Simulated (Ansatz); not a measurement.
# BeBrF (built on the sites of a database entry of BaBrF): a soft mode frozen in

Wanted: the energy along a soft mode of BeBrF (built on the sites of a database entry of BaBrF) and the structure at the end.

Program: Ansatz 0.2.0. Level of theory: DFT PBEsol, scalar-relativistic, plane waves, PAW. Results are calculated unless marked as measured.

Report form: the programs' logs are mostly left out.

The structure was built from a prototype and need not be the compound's stable phase.

## Step 1: Starting point

It takes space group P4/nmm (No. 129, tetragonal). The conventional cell has a = 3.244 Å, b = 3.244 Å, c = 8.278 Å, α = 90.00°, β = 90.00°, γ = 90.00°. Nearest to Be lie 4 F at 1.91 Å and 4 Br at 2.70 Å. Nearest to Br lie 4 Be at 2.70 Å. F has 4 Be at 1.91 Å nearest. Farther neighbours and most contacts between anions are not listed.

## Step 2: The dispersion

The cell comes from relaxations at this level that are not shown. Stability and thermal properties need the whole zone. Linear response on a 4×4×2 q mesh gives force constants as far as a supercell of that size would, and the tensors from the zone-centre run are typed in so that the long-range dipole term is interpolated apart.

File input.yaml:

```yaml
crystal:
  lattice:
    - [3.2443410384, 0.0, 0.0]
    - [0.0, 3.2443410384, 0.0]
    - [0.0, 0.0, 8.2784535916]
  atoms:
    - { symbol: Be, position: [0.5, 0.0, 0.1226424927] }
    - { symbol: Be, position: [0.0, 0.5, 0.8773575073] }
    - { symbol: Br, position: [0.5, 0.0, 0.7050946705] }
    - { symbol: Br, position: [0.0, 0.5, 0.2949053295] }
    - { symbol: F, position: [0.0, 0.0, 0.0] }
    - { symbol: F, position: [0.5, 0.5, 0.0] }
kpoints:
  mp_grid: { grid: [8, 8, 4] }
hamiltonian:
  xc: pbesol
scf:
  occupations: { method: fixed }
output:
  eigenvalues: true
phonons:
  method: dfpt
  qmesh: [4, 4, 2]
  temperatures: { t_max: 1000, t_step: 50 }
  qpath:
    path:
      - [[0.0, 0.0, 0.0], [0.0, 0.5, 0.0], [0.5, 0.5, 0.0], [0.0, 0.0, 0.0], [0.0, 0.0, 0.5], [0.0, 0.5, 0.5], [0.5, 0.5, 0.5], [0.0, 0.0, 0.5]]
      - [[0.0, 0.5, 0.0], [0.0, 0.5, 0.5]]
      - [[0.5, 0.5, 0.0], [0.5, 0.5, 0.5]]
    npoints: 10
  non_analytic_term:
    high_frequency_dielectric_tensor: [[4.7929, 0.0, 0.0], [0.0, 4.7929, 0.0], [0.0, 0.0, 3.3812]]
    born_effective_charges:
      - { species: Be, tensor: [[2.9519, 0.0, 0.0], [0.0, 2.9519, 0.0], [0.0, 0.0, 2.0641]] }
      - { species: Be, tensor: [[2.9519, 0.0, 0.0], [0.0, 2.9519, 0.0], [0.0, 0.0, 2.0641]] }
      - { species: Br, tensor: [[-1.6854, 0.0, 0.0], [0.0, -1.6854, 0.0], [0.0, 0.0, -0.5092]] }
      - { species: Br, tensor: [[-1.6854, 0.0, 0.0], [0.0, -1.6854, 0.0], [0.0, 0.0, -0.5092]] }
      - { species: F, tensor: [[-1.2665, 0.0, 0.0], [0.0, -1.2665, 0.0], [0.0, 0.0, -1.5549]] }
      - { species: F, tensor: [[-1.2665, 0.0, 0.0], [0.0, -1.2665, 0.0], [0.0, 0.0, -1.5549]] }
    source: "zone-centre run at this cell"
```

On the command line:

```bash
$ ansatz run input.yaml --threads 8 --pin off --max-ram 14336MiB --backend cpu --events-out ev --progress --plain --runs-dir out
```

The job ended after 2.1 min (8 threads of AMD EPYC 9R14 (Zen 4), shared host; peak memory 1.2 GiB; 15 min of CPU time).

Numbers from this step:

```
gap on the k-mesh                                       : 1.060 eV
volume per atom                                         : 14.52 Å³
sum-rule residual before enforcement                    : 5.69e-5 eV/Å²
lowest frequency on the path                            : -347.7 cm⁻¹
point group                                             : 4/mmm
highest frequency on the path or at a solved wavevector : 638.1 cm⁻¹
highest optical mode at the zone centre (no LO-TO term) : 541.7 cm⁻¹
lowest optical zone-centre mode                         : -347.7 cm⁻¹
lowest mode on the q mesh (acoustic modes at Γ apart)   : -347.7 cm⁻¹
```

Frequencies (cm⁻¹) solved at each irreducible wavevector; negative means imaginary. Frequencies by wavevector, by row:

```
q in reciprocal lattice units  star  mode 1  mode 2  mode 3  mode 4  mode 16  mode 17  mode 18
                        0 0 0     1  -347.7  -347.7    -327    -327    497.2    497.2    541.7
                     0 0 -0.5     1  -347.1  -347.1  -327.4  -327.4    497.1    542.1      638
                     0 0.25 0     4  -343.4  -328.8  -290.1  -103.7    463.8    504.9    558.2
                  0 0.25 -0.5     4  -343.4  -328.7  -290.5  -110.1    463.8    520.8    532.8
                     0 -0.5 0     2  -326.6  -326.6  -271.4  -271.4    363.6      532      532
                  0 -0.5 -0.5     2  -326.7  -326.7  -270.1  -270.1    363.6      534      534
                  0.25 0.25 0     4  -339.2  -306.8  -209.2  -202.1    376.8    528.1    536.2
               0.25 0.25 -0.5     4  -338.6  -306.3  -214.9  -198.5    376.4    529.9    531.5
                  0.25 -0.5 0     4  -315.1  -315.1  -263.2  -263.2    382.8    526.4    526.4
               0.25 -0.5 -0.5     4    -316    -316  -263.5  -263.5    384.9    527.2    527.2
                  -0.5 -0.5 0     1  -323.9  -323.9    -240    -240    376.4    545.6    545.6
               -0.5 -0.5 -0.5     1  -323.3  -323.3    -240    -240    374.5    545.6    545.6
```

Interpolated from a 4×4×2 q mesh, with the LO-TO term (at Γ the limit along the path; where Γ stands inside the path, tables give the limit on arrival). The phonon branches at the labelled points (cm⁻¹):

```csv
point,branch 1,branch 2,branch 3,branch 4,branch 15,branch 16,branch 17,branch 18
Γ,-348,-327,-327,-58,461,497,497,542
halfway,-343,-329,-290,-104,365,464,505,558
X,-327,-327,-272,-272,364,364,532,532
halfway,-315,-315,-263,-263,383,383,526,526
M,-324,-324,-240,-240,376,376,546,546
halfway,-339,-307,-209,-202,339,377,528,536
Γ,-348,-327,-327,-58,461,497,497,542
halfway,-347,-347,-327,-327,497,497,542,638
Z,-347,-347,-327,-327,497,497,542,638
halfway,-343,-329,-290,-110,382,464,521,533
R,-327,-327,-270,-270,364,364,534,534
halfway,-316,-316,-264,-264,385,385,527,527
A,-323,-323,-240,-240,374,374,546,546
halfway,-339,-306,-215,-198,338,376,530,532
Z,-347,-347,-327,-327,497,497,542,638
jump to X,-327,-327,-272,-272,364,364,532,532
halfway,-327,-327,-271,-271,364,364,533,533
R,-327,-327,-270,-270,364,364,534,534
jump to M,-324,-324,-240,-240,376,376,546,546
halfway,-324,-324,-240,-240,375,375,546,546
A,-323,-323,-240,-240,374,374,546,546
```

Symmetry leaves 12 wavevectors to solve. The lowest mode among them, the acoustic zeros apart, lies at Γ and is imaginary, 347.7i cm⁻¹, so the energy falls along it.

## Step 3: The mode frozen in, largest atomic shift 0 Å

The mode followed lies at Γ with frequency 347.7i cm⁻¹ and is 2-fold degenerate, the softest among the wavevectors solved. At small amplitude the distorted cell has space group no. 31 by a symmetry search on the positions. The undistorted cell that holds it gives the zero of energy on the same k mesh.

input.yaml, the sections that differ from step 2:

```yaml
scf:
  occupations: { method: gaussian, width: 0.02 }
output:
  forces: true
  stress: true
  eigenvalues: true
# crystal, kpoints, hamiltonian: as in step 2
# phonons: removed
```

Wall time 0.59 s (8 threads); peak memory 0.5 GiB; 3.2 s of CPU time.

This step gave:

```
pressure                         : 0.001552 GPa
energy from the undistorted cell : 0 meV/atom
```

At this level the gap is 1.06 eV on the k-mesh of the self-consistent run, which can miss the band edges.

## Step 4: The mode frozen in, largest atomic shift 0.45 Å

The atoms are moved along the unstable eigenvector, the largest shift by 0.45 Å, with the cell fixed.

input.yaml, the sections that differ from step 3:

```yaml
crystal:
  lattice:
    - [3.2443410384, 0.0, 0.0]
    - [0.0, 3.2443410384, 0.0]
    - [0.0, 0.0, 8.2784535916]
  atoms:
    - { symbol: Be, position: [0.6387030508, 0.0, 0.1226424927] }
    - { symbol: Be, position: [0.1387030508, 0.5, 0.8773575073] }
    - { symbol: Br, position: [0.4907548101, 0.0, 0.7050946705] }
    - { symbol: Br, position: [-0.0092451899, 0.5, 0.2949053295] }
    - { symbol: F, position: [-0.0269122425, 0.0, 0.0] }
    - { symbol: F, position: [0.4730877575, 0.5, 0.0] }
# kpoints, hamiltonian, scf, output: as in step 3
```

The job ended after 1.1 s (8 threads; peak memory 0.5 GiB; 7.3 s of CPU time).

This step gave:

```yaml
pressure: 6.245 GPa
gap_on_the_k_mesh: 1.438 eV
energy_from_the_undistorted_cell: -77.84 meV/atom
```

The energy, extrapolated to zero smearing, is -77.84 meV/atom against the undistorted cell.

The run ends at a pressure of 6.24 GPa, with forces up to 1.3 eV/Å.

## Step 5: Energy along the mode, all amplitudes (two of the runs are shown above)

An imaginary frequency means negative curvature, so the energy should fall and then rise again as anharmonic terms take over.

Numbers from this step:

* depth at the lowest point sampled: 77.84 meV/atom
* largest atomic shift at that point: 0.45 Å

Energy from the parent against largest atomic shift:

```
largest atomic shift (Å)  energy from the parent (meV/atom)
                   0.000                                  0
                   0.040                              -1.19
                   0.080                              -4.71
                   0.140                              -13.9
                   0.220                              -31.9
                   0.320                              -57.7
                   0.450                              -77.8
                   0.600                              -38.9
```

Displacement at unit largest shift by atom:

| atom | x (Å) | y (Å) | z (Å) | size |
| --- | --- | --- | --- | --- |
| Be1 | 1.00 | 0.00 | 0.00 | 1.00 |
| Be2 | 1.00 | 0.00 | 0.00 | 1.00 |
| Br3 | -0.07 | 0.00 | 0.00 | 0.07 |
| Br4 | -0.07 | 0.00 | 0.00 | 0.07 |
| F5 | -0.19 | 0.00 | 0.00 | 0.19 |
| F6 | -0.19 | 0.00 | 0.00 | 0.19 |

The lowest of the steps tried is at 0.45 Å, 77.8 meV/atom below the parent; the bottom of the well need not coincide with a step.

## Step 6: Relaxation from the frozen mode

Starting from the lowest point found, all atoms and the cell are let go, so that strain and other modes of the same symmetry can join in.

input.yaml: that of step 4 with these lines changed.

```diff
@@ -17,3 +17,3 @@
 scf:
-  occupations: { method: gaussian, width: 0.02 }
+  occupations: { method: fixed }
 output:
@@ -22 +22,6 @@
   eigenvalues: true
+relax:
+  adjacent_minimum: "off"
+  f_tol: 0.002
+  max_steps: 120
+  cell: { stress_tol: 0.03 }
```

Elapsed: 44 s, on 8 threads; peak memory 0.59 GiB.

The steps of the relaxation (22 of 38):

```csv
step,energy less that of the first step (eV),largest force component (eV/Å),pressure (GPa),volume (Å³)
1,0.0000,1.3102,6.24,87.14
3,-1.4346,0.5735,2.87,95.65
5,-1.7715,0.2188,-0.13,97.99
6,-1.7780,0.2350,-0.48,99.56
8,-1.7896,0.1873,0.76,100.67
10,-1.7980,0.1395,-0.47,101.59
12,-1.8205,0.3426,-1.28,102.76
13,-1.8550,0.4955,-2.03,103.69
15,-1.9940,0.6015,-2.81,105.15
17,-2.1828,0.3113,0.26,101.95
19,-2.2529,0.6477,2.70,90.59
20,-2.2717,0.9025,1.63,88.51
22,-2.4019,0.1109,0.70,91.57
24,-2.4173,0.0532,0.03,91.94
26,-2.4178,0.0004,0.00,92.04
27,-2.4179,0.0001,0.00,92.01
29,-2.4494,0.0054,0.18,93.79
31,-2.4475,0.0010,-0.01,94.93
33,-2.4541,0.0083,0.02,95.59
34,-2.4539,0.0022,0.00,95.71
36*,-2.4556,0.0003,0.01,95.70
38*,-2.4556,0.0003,0.00,95.91
```

Relaxation steps marked * repeat the geometry before them on a plane-wave basis chosen anew for their cell, so energy and pressure can jump there. Other such steps can lie between the rows shown. Relaxation step 26 was tried and not accepted.

The run keeps the 4 symmetry operations that it works with, so distortions that break them were not tested.

```
     cell as run  before  after   change
           a (Å)   3.244  3.084   -4.9 %
           b (Å)   3.244  3.484   +7.4 %
           c (Å)   8.278  8.925   +7.8 %
volume (Å³/atom)   14.52  15.98  +10.1 %
```

The atoms that moved most (Å, as changes of fractional coordinates times the final cell):

```
atom      dx     dy      dz  length
  F6   0.702  0.000  -0.799   1.064
  F5   0.702  0.000   0.799   1.064
 Br4  -0.894  0.000   0.151   0.907
 Br3  -0.894  0.000  -0.151   0.907
 Be1   0.192  0.000   0.363   0.411
 Be2   0.192  0.000  -0.363   0.411
```

Final coordinates:

```cif
data_structure
_symmetry_space_group_name_H-M 'P 1'
_symmetry_Int_Tables_number 1
_cell_length_a 3.0839
_cell_length_b 3.4844
_cell_length_c 8.9253
_cell_angle_alpha 90.000
_cell_angle_beta 90.000
_cell_angle_gamma 90.000
_cell_volume 95.91
loop_
_atom_site_label
_atom_site_type_symbol
_atom_site_fract_x
_atom_site_fract_y
_atom_site_fract_z
_atom_site_occupancy
Be1 Be 0.70082 0.00000 0.16334 1
Be2 Be 0.20082 0.50000 0.83666 1
Br3 Br 0.20087 0.00000 0.68821 1
Br4 Br 0.70087 0.50000 0.31179 1
F5 F 0.20086 0.00000 0.08947 1
F6 F 0.70086 0.50000 0.91053 1
```

This step gave:

```yaml
pressure: 0.004196 GPa
gap_on_the_k_mesh: 2.550 eV
volume_per_atom: 15.98 Å³
```

The distorted start has space group Pmn2_1; the relaxation ends in Pmmn.

## Step 7: The new phase in its own primitive cell

The relaxed structure is symmetrised, reduced to its primitive cell and relaxed tightly, as its phonons need.

File input.yaml:

```yaml
crystal:
  lattice:
    - [3.0838723418, 0.0, 0.0]
    - [0.0, 3.4844069338, 0.0]
    - [0.0, 0.0, 8.9252816196]
  atoms:
    - { symbol: Be, position: [0.5, 0.0, 0.1633416653] }
    - { symbol: Be, position: [0.0, 0.5, 0.8366583347] }
    - { symbol: Br, position: [0.0, 0.0, 0.6882074442] }
    - { symbol: Br, position: [0.5, 0.5, 0.3117925558] }
    - { symbol: F, position: [0.0, 0.0, 0.0894699764] }
    - { symbol: F, position: [0.5, 0.5, 0.9105300236] }
kpoints:
  mp_grid: { grid: [6, 6, 2] }
hamiltonian:
  xc: pbesol
scf:
  occupations: { method: fixed }
output:
  forces: true
  stress: true
  eigenvalues: true
relax:
  adjacent_minimum: "off"
  f_tol: 0.001
  max_steps: 60
  cell: { stress_tol: 0.01 }
```

Wall time 2.9 s (8 threads); peak memory 0.54 GiB.

Little changed from the start: no atom moved by 0.005 Å and no cell edge by 0.1 %.

A gap read on the k-mesh alone can miss the band edges.

This step gave:

| Property | Result |
| --- | --- |
| pressure | 0.003611 GPa |
| gap on the k-mesh | 2.554 eV |
| volume per atom | 16.00 Å³ |
| direct gap on mesh | 2.865 eV |

The largest force component left is 0.16 meV/Å and the pressure is 0.004 GPa, within the tolerances set. The cell now holds 16.00 Å³/atom.

(Part 1 of 2 ends here.)

[Logs are printed without paths, hosts, clocks, repeated set-up lines and the standing remarks that a program may print on its own settings, such as how far it seeks lower states.]

[Hosts, paths, dates, database ids (printed as entryN), source tags and the programs' standing remarks are cut or masked in the printed files.]
